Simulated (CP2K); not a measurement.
Two runs for the O K edge of trifluoroacetic acid. Run A: CP2K XAS_TDP, all-electron GAPW, PBEh(45%), aug-cc-pVDZ, TDA, no relativity. Run B differs in one setting.

First lines with a strength over 0.0015. A:

| atom | energy (eV) | states | strength, one atom |
| --- | --- | --- | --- |
| O1 (bonded to C and H) | 530.51 | 1 | 0.0168 |
|  | 531.81 | 1 | 0.0213 |
|  | 534.25 | 1 | 0.0236 |
|  | 535.03 | 1 | 0.0147 |
|  | 535.13 | 1 | 0.0041 |
| O3 (bonded to C) | 527.18 | 1 | 0.0420 |
|  | 531.99 | 1 | 0.0026 |
|  | 533.18 | 1 | 0.0045 |
|  | 534.03 | 1 | 0.0017 |
|  | 534.48 | 1 | 0.0094 |

B:

| atom | energy (eV) | states | strength, one atom |
| --- | --- | --- | --- |
| O1 (bonded to C and H) | 535.89 | 1 | 0.0166 |
|  | 537.18 | 1 | 0.0211 |
|  | 539.63 | 1 | 0.0234 |
|  | 540.41 | 1 | 0.0146 |
|  | 540.51 | 1 | 0.0040 |
| O3 (bonded to C) | 532.21 | 1 | 0.0416 |
|  | 537.01 | 1 | 0.0026 |
|  | 538.21 | 1 | 0.0045 |
|  | 539.05 | 1 | 0.0016 |
|  | 539.50 | 1 | 0.0093 |

**Question.** Which was it: scalar relativity switched on, the functional, GW2X switched on, the basis?

GW2X switched on. GW2X shifts an atom's lines together and keeps their spacings. Against PBEh(45%) in aug-cc-pVDZ, the leading lines move by +5.38 eV (O1, to 535.89) and +5.03 eV (O3, to 532.21).

[Hosts, paths, dates, database ids (printed as entryN), source tags and the programs' standing remarks are cut or masked in the printed files.]
